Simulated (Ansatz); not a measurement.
# Pt wire along [100], 21 atoms a period: bands along the axis, part 2 of 2

Aim: is the Pt wire along [100], 21 atoms a period a metal or a semiconductor?

Ansatz 0.2.0; DFT PBE, plane waves, PAW; relaxation of a wire's period; PAW set soft_1 (the session's first sound run).

So far: Set-up; Relaxation of atoms and period.

### 2. Relaxation of atoms and period (continued)

The steps of the relaxation:

```csv
step,energy less that of the first step (eV),largest force component (eV/Å),pressure (GPa),volume (Å³)
1,0.0000,1.0691,-4.57,862.55
2,-1.3824,1.0046,3.40,824.91
3,-1.9176,0.2281,-0.22,836.80
4,-2.0269,0.1310,-0.08,836.83
5,-2.0752,0.0827,0.02,839.91
6,-2.0860,0.0474,0.02,842.71
7,-2.0882,0.0097,-0.01,844.82
8*,-2.0837,0.0093,0.00,844.82
9,-2.0840,0.0030,0.00,845.48
10*,-2.0842,0.0029,0.00,845.48
```

Relaxation steps marked * repeat the geometry before them on a plane-wave basis chosen anew for their cell, so energy and pressure can jump there.

The run keeps the 16 symmetry operations that it works with, so distortions that break them were not tested.

```csv
cell as run,before,after,change
c (Å),3.970,3.891,-2.0 %
```

The atoms that moved most (Å, along periodic axes as changes of fractional coordinates times the final cell, across vacuum about the mean position):

```csv
atom,dx,dy,dz,length
Pt2,-0.241,-0.241,0.000,0.340
Pt3,-0.241,0.241,0.000,0.340
Pt7,0.241,-0.241,0.000,0.340
Pt8,0.241,0.241,0.000,0.340
Pt21,-0.051,-0.196,0.000,0.202
Pt19,-0.196,-0.051,0.000,0.202
Pt11,0.051,-0.196,0.000,0.202
Pt17,-0.196,0.051,0.000,0.202
```

Final coordinates:

```cif
data_structure
_symmetry_space_group_name_H-M 'P 1'
_symmetry_Int_Tables_number 1
_cell_length_a 14.7400
_cell_length_b 14.7400
_cell_length_c 3.8914
_cell_angle_alpha 90.000
_cell_angle_beta 90.000
_cell_angle_gamma 90.000
_cell_volume 845.48
loop_
_atom_site_label
_atom_site_type_symbol
_atom_site_fract_x
_atom_site_fract_y
_atom_site_fract_z
_atom_site_occupancy
Pt1 Pt 0.23419 0.50000 0.00000 1
Pt2 Pt 0.34900 0.34900 0.00000 1
Pt3 Pt 0.34900 0.65100 0.00000 1
Pt4 Pt 0.50000 0.23419 0.00000 1
Pt5 Pt 0.50000 0.50000 0.00000 1
Pt6 Pt 0.50000 0.76581 0.00000 1
Pt7 Pt 0.65100 0.34900 0.00000 1
Pt8 Pt 0.65100 0.65100 0.00000 1
Pt9 Pt 0.76581 0.50000 0.00000 1
Pt10 Pt 0.23410 0.37860 0.50000 1
Pt11 Pt 0.23410 0.62140 0.50000 1
Pt12 Pt 0.37860 0.23410 0.50000 1
Pt13 Pt 0.37126 0.50000 0.50000 1
Pt14 Pt 0.37860 0.76590 0.50000 1
Pt15 Pt 0.50000 0.37126 0.50000 1
Pt16 Pt 0.50000 0.62874 0.50000 1
Pt17 Pt 0.62140 0.23410 0.50000 1
Pt18 Pt 0.62874 0.50000 0.50000 1
Pt19 Pt 0.62140 0.76590 0.50000 1
Pt20 Pt 0.76590 0.37860 0.50000 1
Pt21 Pt 0.76590 0.62140 0.50000 1
```

This step gave:

```
energy at zero smearing    : -263003.2380 eV
cell length along the wire : 3.891 Å
```

The cell's length comes to 3.891 Å with spin left out.

### 3. The perfect wire

This step: DFT PBE, plane waves, PAW; bands of a perfect wire; PAW set soft_1 (Ansatz 0.2.0).

At the relaxed period the bands are computed along the axis; those that cross an energy going forward count the channels that a perfect wire would open there.

File input.yaml:

```yaml
crystal:
  lattice:
    - [14.74, 0.0, 0.0]
    - [0.0, 14.74, 0.0]
    - [0.0, 0.0, 3.8914172361]
  atoms:
    - { symbol: Pt, position: [0.234193038, 0.5, 0.0] }
    - { symbol: Pt, position: [0.348999089, 0.348999089, 0.0] }
    - { symbol: Pt, position: [0.348999089, 0.651000911, 0.0] }
    - { symbol: Pt, position: [0.5, 0.234193038, 0.0] }
    - { symbol: Pt, position: [0.5, 0.5, 0.0] }
    - { symbol: Pt, position: [0.5, 0.765806962, 0.0] }
    - { symbol: Pt, position: [0.651000911, 0.348999089, 0.0] }
    - { symbol: Pt, position: [0.651000911, 0.651000911, 0.0] }
    - { symbol: Pt, position: [0.765806962, 0.5, 0.0] }
    - { symbol: Pt, position: [0.234095162, 0.378602626, 0.5] }
    - { symbol: Pt, position: [0.234095162, 0.621397374, 0.5] }
    - { symbol: Pt, position: [0.378602626, 0.234095162, 0.5] }
    - { symbol: Pt, position: [0.371262494, 0.5, 0.5] }
    - { symbol: Pt, position: [0.378602626, 0.765904838, 0.5] }
    - { symbol: Pt, position: [0.5, 0.371262494, 0.5] }
    - { symbol: Pt, position: [0.5, 0.628737506, 0.5] }
    - { symbol: Pt, position: [0.621397374, 0.234095162, 0.5] }
    - { symbol: Pt, position: [0.628737506, 0.5, 0.5] }
    - { symbol: Pt, position: [0.621397374, 0.765904838, 0.5] }
    - { symbol: Pt, position: [0.765904838, 0.378602626, 0.5] }
    - { symbol: Pt, position: [0.765904838, 0.621397374, 0.5] }
kpoints:
  mp_grid: { grid: [1, 1, 21] }
  band_path: { path: ["Γ", Z], npoints: 90 }
scf:
  occupations: { method: fermi_dirac, width: 0.05 }
hamiltonian:
  xc: pbe
  pseudopotentials: { kind: paw, azcp: { folder: soft_1 } }
output:
  dos: { e_range: [-5, 4] }
  write_potential: true
  write_density: true
  volumetric_format: npy
```

Launch:

```
ansatz run input.yaml --threads 8 --pin off --max-ram 16384MiB --backend cpu --events-out ev --progress --plain --runs-dir out
```

Numbers of over 12 decimals in the logs are rounded to 6 here.

Log:

```text
[...]
Crystal: 21 atoms, lattice volume = 845.479 Å³
Basis set: ecut = 420 eV, 16641 PW (Γ)
Bands: 227, of which v1, the nominal top of the filled ones, is band 189 counted from 1 (188 counted from 0)
Symmetry: 16 space group operations
[...]
k-points: 11 of 21
[...]
SCF iter   1: F=—  HF=-263010.025064 eV  |F-HF|=—  |Δ(HF+E_count)|=         —  Δρ=5.32e-2  dr2=2.63e1  ethr=3.10e-3  ⟨swp⟩=6.5  Hψ=8927  notcnv=0  defer=127
[...]
SCF iter  14: F=-263003.398554 eV  HF=-263003.398554 eV  |F-HF|=3.20e-9  |Δ(HF+E_count)|=   1.11e-8  Δρ=7.07e-7  dr2=5.85e-9  ethr=2.65e-11  ⟨swp⟩=3.0  Hψ=5202  notcnv=0
SCF 1 converged in 14 iterations: F = -263003.398554 eV  dr2 = 5.85e-9
[...]
NSCF: frozen V_eff on 91 k-points
WARN: The output density's exchange-correlation potential varies sharply where the density is thin. Do not read a vacuum level from v_tot or v_xc, or from such a field of the output density. On a cell that repeats whose density bears no net charge and no dipole along the vacuum's axis use v_es (v_loc + v_h of the components); under efield.dipole_correction with no amplitude use v_es + v_field, which holds any externa [...]
SCF converged after 14 iterations
Free energy (F): -263003.398554 eV
[...]
Internal energy: -263003.078069 eV  (E = F + TS)
E sigma→0 (E₀):  -263003.238311 eV
Entropy (-TS):   -0.320485 eV (-15.261 meV/atom)
Fermi energy:    5.419738 eV
[...]
--- Band table (eV; the first three rows and the last of 11) ---
  k-point 0: bands = [... 185 lower, 5.3384, 5.3384, 5.3948, 5.3948, 5.5935, 5.6154, 5.8107, 5.8107, ... 34 higher]
  k-point 1: bands = [... 185 lower, 5.3242, 5.3242, 5.3827, 5.3827, 5.5731, 5.6154, 5.7413, 5.7413, ... 34 higher]
  k-point 2: bands = [... 185 lower, 5.3209, 5.3560, 5.3560, 5.3951, 5.5170, 5.6065, 5.6283, 5.6283, ... 34 higher]
  k-point 10: bands = [... 185 lower, 5.1708, 5.2360, 5.3521, 5.4117, 5.4117, 5.5392, 5.5392, 5.7669, ... 34 higher]
```

Run time: 2.4 min. Hardware: 8 threads of Arm Neoverse V2, shared host; peak memory 11 GiB.

This step gave:

| Item | Value |
| --- | --- |
| energy at zero smearing | -263003.2383 eV |
| band gap | 0 eV |

The electronic bands at the labelled points (eV, zero at the Fermi level; # counts the bands kept):

```csv
point,#57,#58,#59,#60,#61,#62,#63,#64
Γ,-0.08,-0.08,-0.02,-0.02,0.17,0.20,0.39,0.39
halfway,-0.23,-0.20,-0.07,0.01,0.01,0.13,0.15,0.24
Z,-0.25,-0.20,-0.05,0.01,0.01,0.20,0.20,0.25
```

Between Γ and Z the bands cross the Fermi level 13 times, so a perfect wire would conduct at least 13 G₀, with spin left out.

### 4. Results

```json
{"cell length, PBE": "3.891 Å", "ballistic conductance by band crossings, a lower bound, PBE": "13 G₀"}
```

Under PBE the cell's length is 3.89 Å, and the bands cross the Fermi level 13 times between Γ and Z, which gives a perfect wire at least 13 G₀ (opposite crossings within one step of the path cancel in such a count). No spin was allowed, though thin wires with open d shells can turn magnetic. Spin-orbit coupling is left out, which matters for the bands of heavy atoms.

[Logs are printed without paths, hosts, clocks, repeated set-up lines and the standing remarks that a program may print on its own settings, such as how far it seeks lower states.]

[Hosts, paths, dates, database ids (printed as entryN), source tags and the programs' standing remarks are cut or masked in the printed files.]
